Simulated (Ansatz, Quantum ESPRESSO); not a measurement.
# Screening and band shifts of Ti2CO2 MXene, 1 layer, part 4 of 6

Aim: how Ti2CO2 MXene, 1 layer screens a field along its normal, and what the field does to its bands.

Quantum ESPRESSO 7.5; plane-wave DFT, LDA, GBRV ultrasoft pseudopotentials; geometry and cross-check by Ansatz 0.2.0 with PAW datasets.

So far. Step 5 (Band structure: no field): Along this path the valence top lies at Γ and the conduction bottom at M. Step 6 (Ground state: field 0.1 V/Å): The dipole goes from 0.0000 to 0.0238 e Å, 0.2382 e Å per V/Å.

## Step 7: Electrostatic potential

Input file f1.pot.in:

```
&inputpp
  prefix = 'f1'
  outdir = './out'
  filplot = 'f1.pot.dat'
  plot_num = 11
/
```

Started as:

```console
> OMP_NUM_THREADS=1 mpirun -n 4 pp.x -in f1.pot.in > f1.pot.out
```

Run time: 0.87 s. Hardware: 4 MPI ranks of Arm Neoverse V2, shared host; peak memory 0.1 GiB.

This step gave:

- slope of the potential above: 0.1000 eV/Å
- upper vacuum line continued to the top atoms, over the valence top: 6.106 eV
- slope of the potential below: 0.09999 eV/Å
- lower vacuum line continued to the bottom atoms, over the valence top: 6.206 eV

The slope in the vacuum is 0.100 eV/Å for an applied 0.10 V/Å, as it should be.

## Step 8: SCF with pw.x: field 0.2 V/Å

Input file f2.in:

```
&control
  prefix = 'f2'
  outdir = './out'
  pseudo_dir = './pseudo'
  calculation = 'scf'
  tprnfor = .true.
  tefield = .true.
  dipfield = .true.
/
&system
  ibrav = 0
  nat = 5
  ntyp = 3
  ecutwfc = 40
  ecutrho = 200
  occupations = 'smearing'
  smearing = 'fd'
  degauss = 0.004
  edir = 3
  emaxpos = 0.97
  eopreg = 0.04
  eamp = 0.00388938
/
&electrons
  conv_thr = 1e-09
  mixing_beta = 0.4
  electron_maxstep = 120
  mixing_mode = 'plain'
  startingpot = 'file'
/
ATOMIC_SPECIES
  O   15.9990  o_lda_v1.2.uspp.F.UPF
  Ti  47.8670  ti_lda_v1.4.uspp.F.UPF
  C   12.0110  c_lda_v1.2.uspp.F.UPF
CELL_PARAMETERS angstrom
  3.02910534492148 0.00000000000000 -0.00000000000000
  -1.51455267246074 2.62328217944123 -0.00000000000000
  -0.00000000000000 -0.00000000000000 21.64306022550000
ATOMIC_POSITIONS crystal
  O   0.333333333333 0.666666666667 0.397718944039
  Ti  0.666666666667 0.333333333333 0.439608950155
  C   -0.000000000000 -0.000000000000 0.499999988805
  Ti  0.333333333333 0.666666666667 0.560391051729
  O   0.666666666667 0.333333333333 0.602281065271
K_POINTS automatic
  12 12 1 0 0 0
```

Started as:

```console
> cp -r out/f0.save out/f2.save
> OMP_NUM_THREADS=1 mpirun -n 4 pw.x -nk 4 -in f2.in > f2.out
```

The program printed:

```text
[banner, memory and clock lines left out]
Program PWSCF v.7.5 starts
[...]
number of electrons       =        40.00
     number of Kohn-Sham states=           24
     kinetic-energy cutoff     =      40.0000  Ry
     charge density cutoff     =     200.0000  Ry
[...]
number of k points=    74  Fermi-Dirac smearing, width (Ry)=  0.0040
[...]
Dense  grid:    55355 G-vectors     FFT dimensions: (  25,  25, 192)
[...]
The initial density is read from file :
[...]
negative rho (up, down):  3.871E-03 0.000E+00
[...]
Starting wfcs are   32 randomized atomic wfcs
[...]
negative rho (up, down):  3.867E-03 0.000E+00
[...]
estimated scf accuracy    <       0.05529803 Ry
[...]
negative rho (up, down):  3.859E-03 0.000E+00
[...]
estimated scf accuracy    <       1.88297270 Ry
[...]
negative rho (up, down):  3.854E-03 0.000E+00
[...]
estimated scf accuracy    <       0.00545690 Ry
[...]
negative rho (up, down):  3.856E-03 0.000E+00
[...]
estimated scf accuracy    <       0.00112662 Ry
[...]
negative rho (up, down):  3.861E-03 0.000E+00
[...]
estimated scf accuracy    <       0.00007257 Ry
[...]
negative rho (up, down):  3.865E-03 0.000E+00
[...]
estimated scf accuracy    <       0.00001859 Ry
[...]
negative rho (up, down):  3.867E-03 0.000E+00
[...]
estimated scf accuracy    <       0.00000156 Ry
[...]
negative rho (up, down):  3.868E-03 0.000E+00
[...]
estimated scf accuracy    <       0.00000184 Ry
[...]
negative rho (up, down):  3.869E-03 0.000E+00
[...]
estimated scf accuracy    <       0.00000100 Ry
[...]
negative rho (up, down):  3.869E-03 0.000E+00
[...]
estimated scf accuracy    <       0.00000010 Ry
[...]
negative rho (up, down):  3.869E-03 0.000E+00
[...]
estimated scf accuracy    <       0.00000002 Ry
[...]
negative rho (up, down):  3.870E-03 0.000E+00
[...]
estimated scf accuracy    <          4.7E-09 Ry
[...]
negative rho (up, down):  3.870E-03 0.000E+00
[...]
Computed dipole along edir(3) :
        Dipole                0.0901 Ry au,          0.2290 Debye
        Dipole field          0.0010 Ry au,
        E field amplitude [Ha a.u.]:  3.8894E-03
        Potential amp.        0.2288 Ry
        Total length         39.2635 bohr
[...]
the Fermi energy is    -0.5413 ev
!    total energy              =    -315.05937800 Ry
     estimated scf accuracy    <          3.4E-10 Ry
     smearing contrib. (-TS)   =      -0.00012120 Ry
     internal energy E=F+TS    =    -315.05925679 Ry
[...]
one-electron contribution =   -2719.85675176 Ry
     hartree contribution      =    1360.51113675 Ry
     xc contribution           =     -53.60987633 Ry
     ewald contribution        =    1097.89684738 Ry
     electric field correction =      -0.00061283 Ry
     convergence has been achieved in  13 iterations
     negative rho (up, down):  3.870E-03 0.000E+00
[...]
Total force =     0.037533     Total SCF correction =     0.000105
[...]
```

Run time: 57 s. Hardware: 4 MPI ranks; peak memory 0.52 GiB.

Read from the output:

| Property | Result |
| --- | --- |
| free energy | -4286.6012 eV |
| energy at zero smearing | -4286.6004 eV |
| Fermi energy | -0.5413 eV |
| dipole along the normal | 0.04768 e·Å |
| valence top, on the run's zero | -0.6406 eV |
| conduction bottom, on the run's zero | -0.3676 eV |
| gap by band count | 0.2731 eV |

The dipole goes from 0.0000 to 0.0477 e Å, 0.2383 e Å per V/Å.

## Step 9: Electrostatic potential

Input file f2.pot.in:

```
&inputpp
  prefix = 'f2'
  outdir = './out'
  filplot = 'f2.pot.dat'
  plot_num = 11
/
```

Started as:

```console
> OMP_NUM_THREADS=1 mpirun -n 4 pp.x -in f2.pot.in > f2.pot.out
```

Wall time 0.89 s (4 MPI ranks); peak memory 0.1 GiB.

This step gave:

```
slope of the potential above                                          : 0.2000 eV/Å
upper vacuum line continued to the top atoms, over the valence top    : 6.057 eV
slope of the potential below                                          : 0.2000 eV/Å
lower vacuum line continued to the bottom atoms, over the valence top : 6.257 eV
```

The slope in the vacuum is 0.200 eV/Å for an applied 0.20 V/Å, as it should be.

## Step 10: Band structure: field 0.2 V/Å

Input file f2.bands.in:

```
&control
  prefix = 'f2.bands'
  outdir = './out'
  pseudo_dir = './pseudo'
  calculation = 'bands'
  tefield = .true.
  dipfield = .true.
/
&system
  ibrav = 0
  nat = 5
  ntyp = 3
  ecutwfc = 40
  ecutrho = 200
  occupations = 'smearing'
  smearing = 'fd'
  degauss = 0.004
  edir = 3
  emaxpos = 0.97
  eopreg = 0.04
  eamp = 0.00388938
  nbnd = 26
/
&electrons
  conv_thr = 1e-07
  mixing_beta = 0.4
  electron_maxstep = 120
  mixing_mode = 'local-TF'
/
ATOMIC_SPECIES
  O   15.9990  o_lda_v1.2.uspp.F.UPF
  Ti  47.8670  ti_lda_v1.4.uspp.F.UPF
  C   12.0110  c_lda_v1.2.uspp.F.UPF
CELL_PARAMETERS angstrom
  3.02910534492148 0.00000000000000 -0.00000000000000
  -1.51455267246074 2.62328217944123 -0.00000000000000
  -0.00000000000000 -0.00000000000000 21.64306022550000
ATOMIC_POSITIONS crystal
  O   0.333333333333 0.666666666667 0.397718944039
  Ti  0.666666666667 0.333333333333 0.439608950155
  C   -0.000000000000 -0.000000000000 0.499999988805
  Ti  0.333333333333 0.666666666667 0.560391051729
  O   0.666666666667 0.333333333333 0.602281065271
K_POINTS crystal_b
4
  0.0000000000 0.0000000000 0.0000000000 14
  0.5000000000 0.0000000000 0.0000000000 14
  0.3333333333 0.3333333333 0.0000000000 14
  0.0000000000 0.0000000000 0.0000000000 1
```

Started as:

```console
> cp -r out/f2.save out/f2.bands.save
> cp out/f2.xml out/f2.bands.xml
> OMP_NUM_THREADS=1 mpirun -n 4 pw.x -nk 4 -in f2.bands.in > f2.bands.out
```

The program printed:

```text
[banner, memory and clock lines left out]
Program PWSCF v.7.5 starts
[citation notice left out]

[...]
bravais-lattice index     =            0
     lattice parameter (alat)  =       5.7242  a.u.
     unit-cell volume          =    1160.5789 (a.u.)^3
     number of atoms/cell      =            5
     number of atomic types    =            3
     number of electrons       =        40.00
     number of Kohn-Sham states=           26
     kinetic-energy cutoff     =      40.0000  Ry
     charge density cutoff     =     200.0000  Ry
     Exchange-correlation= SLA  PZ   NOGX NOGC
                           (   1   1   0   0   0   0   0)

[...]
PseudoPot. # 1 for O  read from file:
     ./pseudo/o_lda_v1.2.uspp.F.UPF
     Pseudo is Ultrasoft + core correction, Zval =  6.0
     Generated by new atomic code, or converted to UPF format
     Using radial grid of  737 points,  5 beta functions with:
                l(1) =   0
                l(2) =   0
                l(3) =   1
                l(4) =   1
                l(5) =   2
     Q(r) pseudized with  8 coefficients,  rinner =    0.900   0.900   0.900
                                                       0.900   0.900

     PseudoPot. # 2 for Ti read from file:
     ./pseudo/ti_lda_v1.4.uspp.F.UPF
     Pseudo is Ultrasoft + core correction, Zval = 12.0
     Generated by new atomic code, or converted to UPF format
     Using radial grid of  851 points,  6 beta functions with:
                l(1) =   0
                l(2) =   0
                l(3) =   1
                l(4) =   1
                l(5) =   2
                l(6) =   2
     Q(r) pseudized with  6 coefficients,  rinner =    1.000   1.000   1.000
                                                       1.000   1.000

     PseudoPot. # 3 for C  read from file:
     ./pseudo/c_lda_v1.2.uspp.F.UPF
     Pseudo is Ultrasoft + core correction, Zval =  4.0
     Generated by new atomic code, or converted to UPF format
     Using radial grid of  721 points,  4 beta functions with:
                l(1) =   0
                l(2) =   0
                l(3) =   1
                l(4) =   1
     Q(r) pseudized with  8 coefficients,  rinner =    1.100   1.100   1.100

     atomic species   valence    mass     pseudopotential
     O                 6.00    15.99900     O ( 1.00)
     Ti               12.00    47.86700     Ti( 1.00)
     C                 4.00    12.01100     C ( 1.00)

     No symmetry found

[...]
number of k points=    43  Fermi-Dirac smearing, width (Ry)=  0.0040
[...]
Dense  grid:    55355 G-vectors     FFT dimensions: (  25,  25, 192)

     Smooth grid:    39801 G-vectors     FFT dimensions: (  24,  24, 180)

     Check: negative core charge=   -0.000003

     The potential is recalculated from file :
     ./out/f2.bands.save/charge-density

     negative rho (up, down):  3.870E-03 0.000E+00

     Adding external electric field

     Computed dipole along edir(3) :
        Dipole                0.0901 Ry au,          0.2290 Debye
        Dipole field          0.0010 Ry au,

        E field amplitude [Ha a.u.]:  3.8894E-03
        Potential amp.        0.2288 Ry
        Total length         39.2635 bohr

     Starting wfcs are   32 randomized atomic wfcs

     Band Structure Calculation
     Davidson diagonalization with overlap

     ethr =  2.50E-10,  avg # of iterations = 28.5

     End of band structure calculation

          k = 0.0000 0.0000 0.0000 (  4919 PWs)   bands (ev):

   -57.7419 -57.7079 -34.4114 -34.2118 -34.1049 -34.1049 -34.0788 -34.0788
   -19.1964 -19.0898 -11.4974  -6.5356  -5.6948  -5.6948  -5.3421  -5.3421
    -5.1520  -1.7654  -0.6407  -0.6407  -0.0651  -0.0651   0.7485   0.7485
     0.8487   2.1939

          k = 0.0357 0.0206 0.0000 (  4934 PWs)   bands (ev):

   -57.7411 -57.7072 -34.4096 -34.2126 -34.1103 -34.1064 -34.0850 -34.0799
   -19.1881 -19.0829 -11.4915  -6.5203  -5.7196  -5.6842  -5.3736  -5.3354
    -5.1124  -1.7372  -0.8450  -0.7812   0.0447   0.0765   0.6698   0.7517
     0.9649   2.1818

[...]
```

It took 15 s on 4 MPI ranks; peak memory 0.31 GiB; 59 s of CPU time.

Read from the output:

| Quantity | Value |
| --- | --- |
| valence top, on the run's zero | -0.6407 eV |

Band numbers count within the set of bands kept for display. Electronic bands along the path, in eV, zero at the highest filled level of the SCF mesh; v1 is the highest filled band, c1 the lowest empty one:

```
  point     v4     v3     v2     v1    c1    c2    c3    c4
      Γ  -4.51  -1.12   0.00   0.00  0.58  0.58  1.39  1.39
halfway  -3.93  -2.84  -1.43  -1.38  0.54  1.39  1.72  2.31
      M  -4.07  -3.52  -1.86  -1.53  0.27  1.51  2.11  2.13
halfway  -4.13  -3.37  -2.45  -2.16  0.81  1.52  1.79  2.26
      K  -4.10  -3.12  -2.83  -2.80  1.09  1.48  1.51  2.32
halfway  -3.92  -2.85  -2.13  -1.55  0.71  1.58  1.83  2.14
      Γ  -4.51  -1.12   0.00   0.00  0.58  0.58  1.39  1.39
```

Upper empty bands that drop with the field can be states of the vacuum, held by the sawtooth; they depend on the cell's width.

Along this path the valence top lies at Γ and the conduction bottom at M.

## Step 11: SCF with pw.x: field 0.3 V/Å

f3.in is the input of step 8 with these lines changed:

```diff
@@ -1,3 +1,3 @@
 &control
-  prefix = 'f2'
+  prefix = 'f3'
   outdir = './out'
@@ -21,3 +21,3 @@
   eopreg = 0.04
-  eamp = 0.00388938
+  eamp = 0.00583407
 /
```

Started as:

```console
> cp -r out/f0.save out/f3.save
> OMP_NUM_THREADS=1 mpirun -n 4 pw.x -nk 4 -in f3.in > f3.out
```

The program printed:

```text
[banner, memory and clock lines left out]
Program PWSCF v.7.5 starts
[...]
number of electrons       =        40.00
     number of Kohn-Sham states=           24
     kinetic-energy cutoff     =      40.0000  Ry
     charge density cutoff     =     200.0000  Ry
[...]
number of k points=    74  Fermi-Dirac smearing, width (Ry)=  0.0040
[...]
Dense  grid:    55355 G-vectors     FFT dimensions: (  25,  25, 192)
[...]
The initial density is read from file :
[...]
negative rho (up, down):  3.871E-03 0.000E+00
[...]
Starting wfcs are   32 randomized atomic wfcs
[...]
negative rho (up, down):  3.863E-03 0.000E+00
[...]
estimated scf accuracy    <       0.12644313 Ry
[...]
negative rho (up, down):  3.854E-03 0.000E+00
[...]
estimated scf accuracy    <       7.14110513 Ry
[...]
negative rho (up, down):  3.831E-03 0.000E+00
[...]
estimated scf accuracy    <       0.02194966 Ry
[...]
negative rho (up, down):  3.834E-03 0.000E+00
[...]
estimated scf accuracy    <       0.00793039 Ry
[...]
negative rho (up, down):  3.843E-03 0.000E+00
[...]
estimated scf accuracy    <       0.00183378 Ry
[...]
negative rho (up, down):  3.851E-03 0.000E+00
[...]
estimated scf accuracy    <       0.00051079 Ry
[...]
negative rho (up, down):  3.857E-03 0.000E+00
[...]
estimated scf accuracy    <       0.00029671 Ry
[...]
negative rho (up, down):  3.861E-03 0.000E+00
[...]
estimated scf accuracy    <       0.00018925 Ry
[...]
negative rho (up, down):  3.863E-03 0.000E+00
[...]
estimated scf accuracy    <       0.00017540 Ry
[...]
negative rho (up, down):  3.864E-03 0.000E+00
[...]
estimated scf accuracy    <       0.00005382 Ry
[...]
negative rho (up, down):  3.866E-03 0.000E+00
[...]
estimated scf accuracy    <       0.00001105 Ry
[...]
negative rho (up, down):  3.866E-03 0.000E+00
[...]
estimated scf accuracy    <       0.00000266 Ry
[...]
negative rho (up, down):  3.867E-03 0.000E+00
[...]
estimated scf accuracy    <       0.00000277 Ry
[...]
negative rho (up, down):  3.867E-03 0.000E+00
[...]
estimated scf accuracy    <       0.00000065 Ry
[...]
negative rho (up, down):  3.868E-03 0.000E+00
[...]
estimated scf accuracy    <       0.00000019 Ry
[...]
negative rho (up, down):  3.868E-03 0.000E+00
[...]
estimated scf accuracy    <       0.00000004 Ry
[...]
negative rho (up, down):  3.868E-03 0.000E+00
[...]
estimated scf accuracy    <       0.00000002 Ry
[...]
negative rho (up, down):  3.868E-03 0.000E+00
[...]
estimated scf accuracy    <          5.8E-09 Ry
[...]
negative rho (up, down):  3.868E-03 0.000E+00
[...]
Computed dipole along edir(3) :
        Dipole                0.1352 Ry au,          0.3437 Debye
        Dipole field          0.0015 Ry au,
        E field amplitude [Ha a.u.]:  5.8341E-03
        Potential amp.        0.3432 Ry
        Total length         39.2635 bohr
[...]
the Fermi energy is    -0.5264 ev
!    total energy              =    -315.05981622 Ry
     estimated scf accuracy    <          2.3E-10 Ry
     smearing contrib. (-TS)   =      -0.00012133 Ry
     internal energy E=F+TS    =    -315.05969489 Ry
[...]
one-electron contribution =   -2719.85331639 Ry
     hartree contribution      =    1360.50794269 Ry
     xc contribution           =     -53.60978893 Ry
     ewald contribution        =    1097.89684738 Ry
     electric field correction =      -0.00137965 Ry
     convergence has been achieved in  19 iterations
     negative rho (up, down):  3.868E-03 0.000E+00
[...]
Total force =     0.038129     Total SCF correction =     0.000036
[...]
```

Wall time 75 s (4 MPI ranks); peak memory 0.52 GiB.

This step gave:

```
free energy                          : -4286.6072 eV
energy at zero smearing              : -4286.6063 eV
Fermi energy                         : -0.5264 eV
dipole along the normal              : 0.07156 e·Å
valence top, on the run's zero       : -0.6256 eV
conduction bottom, on the run's zero : -0.3527 eV
gap by band count                    : 0.2729 eV
```

The dipole goes from 0.0000 to 0.0716 e Å, 0.2385 e Å per V/Å.

## Step 12: Potential by pp.x

Input file f3.pot.in:

```
&inputpp
  prefix = 'f3'
  outdir = './out'
  filplot = 'f3.pot.dat'
  plot_num = 11
/
```

Started as:

```console
> OMP_NUM_THREADS=1 mpirun -n 4 pp.x -in f3.pot.in > f3.pot.out
```

Wall time 0.88 s (4 MPI ranks); peak memory 0.1 GiB; 3.2 s of CPU time.

Numbers from this step:

```
slope of the potential above                                          : 0.3000 eV/Å
upper vacuum line continued to the top atoms, over the valence top    : 6.008 eV
slope of the potential below                                          : 0.3000 eV/Å
lower vacuum line continued to the bottom atoms, over the valence top : 6.309 eV
```

The slope in the vacuum is 0.300 eV/Å for an applied 0.30 V/Å, as it should be.

Each curve counts from the valence top of its own run.

The potential energy (potential at 0 V/Å) oscillates, so the rows of the table below give means over windows of 2 Å about each position, cut where the curve ends. Its maxima inside the range that stand out by 2 % of the span (Å: eV): 10.4: -5.48, 11.3: -5.48. Its minima: 9.5: -18.5, 10.8: -8.79, 12.2: -18.5.

The runs together. Potential energy against z; means over each step:

```
z (Å)  potential at 0 V/Å (eV)  potential at 0.1 V/Å (eV)  potential at 0.2 V/Å (eV)  potential at 0.3 V/Å (eV)
    0                     6.16                       5.44                       4.73                       4.01
    2                     6.16                       5.55                       4.94                       4.33
    4                     6.16                       5.75                       5.34                       4.93
    6                     6.14                       5.93                       5.72                       5.51
    8                   -0.608                     -0.654                     -0.700                     -0.745
   10                    -11.5                      -11.5                      -11.5                      -11.5
   12                    -12.1                      -12.1                      -12.1                      -12.1
   14                     2.55                       2.62                       2.69                       2.75
   16                     6.15                       6.40                       6.65                       6.90
   18                     6.16                       6.60                       7.05                       7.50
   20                     6.16                       6.80                       7.45                       8.09
```

(Continued in part 5 of 6.)

[Logs are printed without paths, hosts, clocks, repeated set-up lines and the standing remarks that a program may print on its own settings, such as how far it seeks lower states.]

[Hosts, paths, dates, database ids (printed as entryN), source tags and the programs' standing remarks are cut or masked in the printed files.]

[Maps of the electrostatic potential energy from Ansatz leave out the sawtooth potential of an applied field or a dipole correction, so their vacuum need not be flat; planar profiles and work functions include it.]
